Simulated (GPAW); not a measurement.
**W2COS MXene monolayer: work function by functional and basis**

Aim: the work function of both faces of W2COS MXene monolayer, and its spread over functionals and bases.

Method: GPAW, PAW setups; layer in a repeated cell with vacuum, relaxation of atoms and in-plane cell, in the first sound run; inputs show where later runs differ, in GPAW 26.7.0.

Most raw output is cut from this account.

### 1. Set-up

The cell holds 5 atoms: 1 S, 2 W, 1 C and 1 O. Its edges and angles: a = 3.125 Å, b = 3.125 Å, c = 21.317 Å, α = 90.0°, β = 90.0°, γ = 120.0°. Vacuum lies along c.

### 2. Relaxation

Forces are removed first; all later runs use this geometry.

The input, run.py:

```python
import json
import numpy as np
from ase import Atoms
from ase.filters import FrechetCellFilter
from ase.optimize import BFGS
from gpaw import GPAW, PW

slab = Atoms(
    ['S', 'W', 'C', 'W', 'O'],
    positions=[
        [-0.00000, 1.80446, 8.00000],
        [1.56270, 0.90223, 9.74184],
        [0.00000, 0.00000, 10.97504],
        [-0.00000, 1.80446, 12.20825],
        [1.56270, 0.90223, 13.31724]],
    cell=[[3.12541, 0.0, 0.0], [-1.5627, 2.70668, 0.0], [0.0, 0.0, 21.3172]],
    pbc=[True, True, True])

slab.calc = GPAW(mode=PW(600), xc='PBE', kpts={'size': (12, 12, 1), 'gamma': True},
                 occupations={'name': 'fermi-dirac', 'width': 0.05}, nbands='160%',
                 convergence={'density': 1e-05}, maxiter=200,
                 symmetry={'tolerance': 1e-3}, txt='slab.txt')
result = {}
# The in-plane cell is free; stress needs a cell that repeats along all three vectors
path = []
opt = BFGS(FrechetCellFilter(slab, mask=[1, 1, 0, 0, 0, 1]), maxstep=0.2)
opt.attach(lambda: path.append((slab.get_potential_energy(), slab.positions.tolist(), slab.get_forces().tolist())))
result['relaxed'] = bool(opt.run(fmax=0.02, steps=45))
result['path'] = path
result['cell'] = slab.cell.tolist()
print('in-plane lattice', slab.cell.cellpar().round(4)[[0, 1, 5]])
energy = slab.get_potential_energy()
fermi = slab.calc.get_fermi_level()
v = slab.calc.get_electrostatic_potential().mean((0, 1)) - fermi
n = slab.calc.get_pseudo_density().mean((0, 1))
L = slab.cell[2, 2]
z = np.arange(len(v)) * L / len(v)
low, high = slab.positions[:, 2].min(), slab.positions[:, 2].max()
below, above = np.interp([low - 5.8, high + 5.8], z, v)
slopes = [np.interp(x, z, np.gradient(v, z)) for x in (low - 5.8, high + 5.8)]
eps = np.array([[slab.calc.get_eigenvalues(k, s) for k in range(len(slab.calc.get_ibz_k_points()))]
                for s in range(slab.calc.get_number_of_spins())]) - fermi
top, bottom = eps[eps < 0].max(), eps[eps > 0].min()
dipole = slab.get_dipole_moment()[2]
print(f'energy {energy:.4f} eV, Fermi level {fermi:.4f} eV, dipole {dipole:.5f} e A')
print(f'potential 5.8 A off the faces, from the Fermi level: lower {below:.4f} eV, upper {above:.4f} eV')
print(f'slope of the potential there: lower {slopes[0]:.5f}, upper {slopes[1]:.5f} eV/A')
print(f'nearest levels on the mesh: {top:.4f} and {bottom:.4f} eV')
print('magnetic moment', round(slab.get_magnetic_moment(), 3))
result.update(energy=energy, fermi=fermi, dipole=dipole, below=below, above=above, slopes=slopes, edges=[top, bottom],
              z=z.tolist(), v=v.tolist(), n=n.tolist(), positions=slab.positions.tolist(),
              forces=slab.get_forces(apply_constraint=False).tolist(), moments=slab.get_magnetic_moments().tolist())
json.dump(result, open('result.json', 'w'))
```

Run with:

```bash
$ OMP_NUM_THREADS=1 OPENBLAS_NUM_THREADS=1 python run.py
```

Elapsed: 14 min, on 1 thread of Intel Xeon 6975P-C (Granite Rapids), shared host; peak memory 0.54 GiB.

This step gave:

```
dipole along the normal                    : -0.05733 e·Å
levels nearest the Fermi level on the mesh : -0.005662, 0.09425 eV from the Fermi level
```

The electrostatic potential energy of an electron (without an applied field's), less the Fermi level, planar mean oscillates, so the rows of the table below give means over windows of 1 Å about each position, cut where the curve ends. Its maxima inside the range that stand out by 2 % of the span (Å: eV): 8.9: -6.11, 10.7: -12.1, 11.3: -13.0, 12.9: -10.4. Its minima: 8.2: -19.4, 9.9: -25.1, 11.0: -15.0, 12.0: -25.4, 13.0: -11.5.

Electrostatic potential energy of an electron (without an applied field's), less the Fermi level, planar mean against z; means over each step:

z (Å), electrostatic potential energy of an electron (without an applied field's), less the Fermi level, planar mean (eV) and a bar from the least value:
```
        0        5.3 ##############################
        1        5.3 ##############################
        2        5.2 ##############################
        3        5.2 #############################
        4        5.1 #############################
        5        5.0 #############################
        6        4.9 #############################
        7        3.3 ###########################
        8      -12.1 ##########
        9       -9.7 #############
       10      -20.6 #
       11      -13.5 #########
       12      -21.2 
       13      -10.0 #############
       14        3.7 ############################
       15        5.6 ##############################
       16        5.6 ##############################
       17        5.6 ##############################
       18        5.5 ##############################
       19        5.5 ##############################
       20        5.4 ##############################
       21        5.4 ##############################
```

Pseudo valence density, planar mean against z:

| z (Å) | pseudo valence density, planar mean (e/Å³) |
| --- | --- |
| 5.0 | 1.2e-4 |
| 5.5 | 5.5e-4 |
| 6.0 | 0.00264 |
| 6.5 | 0.0130 |
| 7.0 | 0.0642 |
| 7.5 | 0.254 |
| 8.0 | 0.408 |
| 8.5 | 0.497 |
| 9.0 | 0.466 |
| 9.5 | 0.947 |
| 10.0 | 1.40 |
| 10.5 | 0.719 |
| 11.0 | 0.671 |
| 11.5 | 0.805 |
| 12.0 | 1.49 |
| 12.5 | 0.870 |
| 13.0 | 0.853 |
| 13.5 | 0.536 |
| 14.0 | 0.0922 |
| 14.5 | 0.0137 |
| 15.0 | 0.00225 |
| 15.5 | 4.0e-4 |
| 16.0 | 7.5e-5 |

The relaxation lowered the energy of the cell by 0.395 eV (energies extrapolated to zero smearing; the optimiser's log prints free energies). The largest force left on a free atom is 0.020 eV/Å.

### 3. Plane waves, PBE

With the geometry fixed, the planar mean of the potential gives the vacuum level on each side.

This step: GPAW, PAW setups; slab in vacuum (GPAW 26.7.0).

The cell differs from the one that the last finished run ended in (c 21.317 → 20.958 Å).

Changes to run.py since step 2:

```diff
@@ -3,4 +3,2 @@
 from ase import Atoms
-from ase.filters import FrechetCellFilter
-from ase.optimize import BFGS
 from gpaw import GPAW, PW
@@ -10,23 +8,16 @@
     positions=[
-        [-0.00000, 1.80446, 8.00000],
-        [1.56270, 0.90223, 9.74184],
-        [0.00000, 0.00000, 10.97504],
-        [-0.00000, 1.80446, 12.20825],
-        [1.56270, 0.90223, 13.31724]],
-    cell=[[3.12541, 0.0, 0.0], [-1.5627, 2.70668, 0.0], [0.0, 0.0, 21.3172]],
-    pbc=[True, True, True])
+        [-0.00000, 1.83111, 8.00000],
+        [1.58578, 0.91555, 9.65588],
+        [0.00000, -0.00000, 10.77554],
+        [-0.00000, 1.83111, 11.84860],
+        [1.58578, 0.91555, 12.95818]],
+    cell=[[3.17157, -0.0, 0.0], [-1.58578, 2.74665, 0.0], [0.0, 0.0, 20.9582]],
+    pbc=[True, True, False])
 
-slab.calc = GPAW(mode=PW(600), xc='PBE', kpts={'size': (12, 12, 1), 'gamma': True},
+slab.calc = GPAW(mode=PW(500), xc='PBE', kpts={'size': (12, 12, 1), 'gamma': True},
                  occupations={'name': 'fermi-dirac', 'width': 0.05}, nbands='160%',
                  convergence={'density': 1e-05}, maxiter=200,
+                 poissonsolver={'dipolelayer': 'xy'},
                  symmetry={'tolerance': 1e-3}, txt='slab.txt')
 result = {}
-# The in-plane cell is free; stress needs a cell that repeats along all three vectors
-path = []
-opt = BFGS(FrechetCellFilter(slab, mask=[1, 1, 0, 0, 0, 1]), maxstep=0.2)
-opt.attach(lambda: path.append((slab.get_potential_energy(), slab.positions.tolist(), slab.get_forces().tolist())))
-result['relaxed'] = bool(opt.run(fmax=0.02, steps=45))
-result['path'] = path
-result['cell'] = slab.cell.tolist()
-print('in-plane lattice', slab.cell.cellpar().round(4)[[0, 1, 5]])
 energy = slab.get_potential_energy()
```

Run time: 81 s. Hardware: 1 thread; peak memory 0.27 GiB.

Numbers from this step:

```
dipole along the normal                    : -0.03949 e·Å
levels nearest the Fermi level on the mesh : -0.005591, 0.09335 eV from the Fermi level
upper work function                        : 5.750 eV
lower work function                        : 4.924 eV
```

The electrostatic potential energy of an electron (without an applied field's), less the Fermi level, planar mean oscillates, so the rows of the table below give means over windows of 0.5 Å about each position, cut where the curve ends. Its maxima inside the range that stand out by 2 % of the span (Å: eV): 8.70: -6.04, 10.39: -12.0, 11.13: -13.0, 12.63: -10.3. Its minima: 8.05: -19.3, 9.64: -25.2, 10.76: -15.0, 11.88: -25.3, 12.91: -11.5.

Electrostatic potential energy of an electron (without an applied field's), less the Fermi level, planar mean against z; means over each step:

| z (Å) | electrostatic potential energy of an electron (without an applied field's), less the Fermi level, planar mean (eV) |
| --- | --- |
| 0.0 | 5.19 |
| 0.5 | 4.95 |
| 1.0 | 4.92 |
| 1.5 | 4.92 |
| 2.0 | 4.92 |
| 2.5 | 4.92 |
| 3.0 | 4.92 |
| 3.5 | 4.92 |
| 4.0 | 4.92 |
| 4.5 | 4.92 |
| 5.0 | 4.92 |
| 5.5 | 4.90 |
| 6.0 | 4.82 |
| 6.5 | 4.43 |
| 7.0 | 2.50 |
| 7.5 | -5.58 |
| 8.0 | -17.3 |
| 8.5 | -8.81 |
| 9.0 | -10.1 |
| 9.5 | -22.4 |
| 10.0 | -19.2 |
| 10.5 | -13.1 |
| 11.0 | -13.9 |
| 11.5 | -19.5 |
| 12.0 | -22.8 |
| 12.5 | -12.3 |
| 13.0 | -9.05 |
| 13.5 | 1.55 |
| 14.0 | 5.10 |
| 14.5 | 5.64 |
| 15.0 | 5.73 |
| 15.5 | 5.74 |
| 16.0 | 5.75 |
| 16.5 | 5.75 |
| 17.0 | 5.75 |
| 17.5 | 5.75 |
| 18.0 | 5.75 |
| 18.5 | 5.75 |
| 19.0 | 5.75 |
| 19.5 | 5.75 |
| 20.0 | 5.75 |
| 20.5 | 5.71 |

Table of pseudo valence density, planar mean by z:

z (Å), pseudo valence density, planar mean (e/Å³) and a bar:
```
     0.00       0.00 
     0.56       0.00 
     1.12       0.00 
     1.68       0.00 
     2.25       0.00 
     2.81       0.00 
     3.37       0.00 
     3.93       0.00 
     4.49       0.00 
     5.05       0.00 
     5.61       0.00 
     6.18       0.01 
     6.74       0.05 #
     7.30       0.25 #####
     7.86       0.40 ########
     8.42       0.50 ##########
     8.98       0.51 ##########
     9.54       1.44 ############################
    10.10       0.88 #################
    10.67       0.66 #############
    11.23       0.74 ###############
    11.79       1.52 ##############################
    12.35       0.79 ################
    12.91       0.89 ##################
    13.47       0.31 ######
    14.03       0.04 #
    14.60       0.00 
    15.16       0.00 
    15.72       0.00 
    16.28       0.00 
    16.84       0.00 
    17.40       0.00 
    17.96       0.00 
    18.53       0.00 
    19.09       0.00 
    19.65       0.00 
    20.21       0.00 
    20.77       0.00
```

The potential is flat to 4.3e-4 eV/Å where it is read, so the vacuum is wide enough.

### 4. Self-consistent run: xc = "revPBE"

The same geometry under revPBE, to see how far the functional moves the levels against the vacuum.

Changes to run.py since step 3:

```diff
@@ -16,3 +16,3 @@
 
-slab.calc = GPAW(mode=PW(500), xc='PBE', kpts={'size': (12, 12, 1), 'gamma': True},
+slab.calc = GPAW(mode=PW(500), xc='revPBE', kpts={'size': (12, 12, 1), 'gamma': True},
                  occupations={'name': 'fermi-dirac', 'width': 0.05}, nbands='160%',
```

It took 84 s on 1 thread; peak memory 0.26 GiB.

This step gave:

| Quantity | Value |
| --- | --- |
| dipole along the normal | -0.03769 e·Å |
| levels nearest the Fermi level on the mesh | -0.007055, 0.09622 eV from the Fermi level |
| upper work function | 5.611 eV |
| lower work function | 4.823 eV |

The electrostatic potential energy of an electron (without an applied field's), less the Fermi level, planar mean oscillates, so the rows of the table below give means over windows of 1 Å about each position, cut where the curve ends. Its maxima inside the range that stand out by 2 % of the span (Å: eV): 8.7: -6.11, 10.4: -12.1, 11.1: -13.0, 12.6: -10.4. Its minima: 8.0: -19.4, 9.6: -25.2, 10.8: -15.1, 11.9: -25.4, 12.9: -11.6.

The electrostatic potential energy of an electron (without an applied field's), less the Fermi level, planar mean by z; means over each step:

| z (Å) | electrostatic potential energy of an electron (without an applied field's), less the Fermi level, planar mean (eV) |
| --- | --- |
| 0 | 4.97 |
| 1 | 4.82 |
| 2 | 4.82 |
| 3 | 4.82 |
| 4 | 4.82 |
| 5 | 4.82 |
| 6 | 4.69 |
| 7 | 1.70 |
| 8 | -13.7 |
| 9 | -11.9 |
| 10 | -18.9 |
| 11 | -14.6 |
| 12 | -20.6 |
| 13 | -7.36 |
| 14 | 4.66 |
| 15 | 5.58 |
| 16 | 5.61 |
| 17 | 5.61 |
| 18 | 5.61 |
| 19 | 5.61 |
| 20 | 5.61 |

The pseudo valence density, planar mean oscillates, so the rows of the table below give means over windows of 0.5 Å about each position, cut where the curve ends. Its maxima inside the range that stand out by 2 % of the span (Å: e/Å³): 8.42: 0.505, 9.73: 1.51, 11.79: 1.52, 12.91: 0.891. Its minima: 8.79: 0.462, 10.67: 0.664, 12.54: 0.735.

Pseudo valence density, planar mean against z; means over each step:

| z (Å) | pseudo valence density, planar mean (e/Å³) |
| --- | --- |
| 4.5 | 5.7e-5 |
| 5.0 | 2.5e-4 |
| 5.5 | 0.00118 |
| 6.0 | 0.00579 |
| 6.5 | 0.0280 |
| 7.0 | 0.131 |
| 7.5 | 0.342 |
| 8.0 | 0.424 |
| 8.5 | 0.487 |
| 9.0 | 0.591 |
| 9.5 | 1.26 |
| 10.0 | 1.08 |
| 10.5 | 0.686 |
| 11.0 | 0.699 |
| 11.5 | 1.09 |
| 12.0 | 1.30 |
| 12.5 | 0.808 |
| 13.0 | 0.796 |
| 13.5 | 0.318 |
| 14.0 | 0.0540 |
| 14.5 | 0.00778 |
| 15.0 | 0.00131 |
| 15.5 | 2.4e-4 |
| 16.0 | 4.6e-5 |

Force by atom:

| atom | x (eV/Å) | y (eV/Å) | z (eV/Å) | size |
| --- | --- | --- | --- | --- |
| S1 | 0.000 | 0.000 | -0.137 | 0.137 |
| W2 | 0.000 | 0.000 | -0.098 | 0.098 |
| C3 | 0.000 | 0.000 | 0.008 | 0.008 |
| W4 | 0.000 | 0.000 | -0.015 | 0.015 |
| O5 | 0.000 | 0.000 | 0.202 | 0.202 |

The upper face's work function is 5.611 eV, against 5.750 eV in the first plane-wave PBE run at this geometry.

### 5. Self-consistent run: xc = "LDA"

The same geometry under LDA, to see how far the functional moves the levels against the vacuum.

Changes to run.py since step 4:

```diff
@@ -16,3 +16,3 @@
 
-slab.calc = GPAW(mode=PW(500), xc='revPBE', kpts={'size': (12, 12, 1), 'gamma': True},
+slab.calc = GPAW(mode=PW(500), xc='LDA', kpts={'size': (12, 12, 1), 'gamma': True},
                  occupations={'name': 'fermi-dirac', 'width': 0.05}, nbands='160%',
```

It took 84 s on 1 thread; peak memory 0.26 GiB.

This step gave:

```
dipole along the normal                    : -0.04581 e·Å
levels nearest the Fermi level on the mesh : -0.004160, 0.09300 eV from the Fermi level
upper work function                        : 6.144 eV
lower work function                        : 5.187 eV
```

The electrostatic potential energy of an electron (without an applied field's), less the Fermi level, planar mean oscillates, so the rows of the table below give means over windows of 0.5 Å about each position, cut where the curve ends. Its maxima inside the range that stand out by 2 % of the span (Å: eV): 8.70: -5.74, 10.39: -11.7, 11.13: -12.6, 12.63: -9.89. Its minima: 8.05: -19.1, 9.64: -24.8, 10.76: -14.6, 11.88: -24.9, 12.91: -11.2.

The electrostatic potential energy of an electron (without an applied field's), less the Fermi level, planar mean by z; means over each step:

| z (Å) | electrostatic potential energy of an electron (without an applied field's), less the Fermi level, planar mean (eV) |
| --- | --- |
| 0.0 | 5.49 |
| 0.5 | 5.22 |
| 1.0 | 5.19 |
| 1.5 | 5.19 |
| 2.0 | 5.19 |
| 2.5 | 5.19 |
| 3.0 | 5.19 |
| 3.5 | 5.19 |
| 4.0 | 5.19 |
| 4.5 | 5.19 |
| 5.0 | 5.18 |
| 5.5 | 5.17 |
| 6.0 | 5.09 |
| 6.5 | 4.69 |
| 7.0 | 2.73 |
| 7.5 | -5.37 |
| 8.0 | -17.1 |
| 8.5 | -8.53 |
| 9.0 | -9.78 |
| 9.5 | -22.0 |
| 10.0 | -18.8 |
| 10.5 | -12.7 |
| 11.0 | -13.5 |
| 11.5 | -19.1 |
| 12.0 | -22.4 |
| 12.5 | -11.9 |
| 13.0 | -8.69 |
| 13.5 | 1.92 |
| 14.0 | 5.50 |
| 14.5 | 6.04 |
| 15.0 | 6.12 |
| 15.5 | 6.14 |
| 16.0 | 6.14 |
| 16.5 | 6.14 |
| 17.0 | 6.14 |
| 17.5 | 6.14 |
| 18.0 | 6.14 |
| 18.5 | 6.14 |
| 19.0 | 6.14 |
| 19.5 | 6.14 |
| 20.0 | 6.14 |
| 20.5 | 6.10 |

The upper face's work function is 6.144 eV, against 5.750 eV in the first plane-wave PBE run at this geometry.

### 6. OptPBE vdW: xc = "optPBE-vdW"

The same geometry under optPBE-vdW, to see how far the functional moves the levels against the vacuum (the van der Waals functionals take revPBE setups).

Changes to run.py since step 5:

```diff
@@ -16,3 +16,3 @@
 
-slab.calc = GPAW(mode=PW(500), xc='LDA', kpts={'size': (12, 12, 1), 'gamma': True},
+slab.calc = GPAW(mode=PW(500), xc='optPBE-vdW', kpts={'size': (12, 12, 1), 'gamma': True},
                  occupations={'name': 'fermi-dirac', 'width': 0.05}, nbands='160%',
```

Elapsed: 1.8 min, on 1 thread; peak memory 0.46 GiB.

This step gave:

```
dipole along the normal                    : -0.04119 e·Å
levels nearest the Fermi level on the mesh : -0.006548, 0.09705 eV from the Fermi level
upper work function                        : 6.042 eV
lower work function                        : 5.181 eV
```

The upper face's work function is 6.042 eV, against 5.750 eV in the first plane-wave PBE run at this geometry.

(Part 1 of 2 ends here.)

[Logs are printed without paths, hosts, clocks, repeated set-up lines and the standing remarks that a program may print on its own settings, such as how far it seeks lower states.]

[Hosts, paths, dates, database ids (printed as entryN), source tags and the programs' standing remarks are cut or masked in the printed files.]
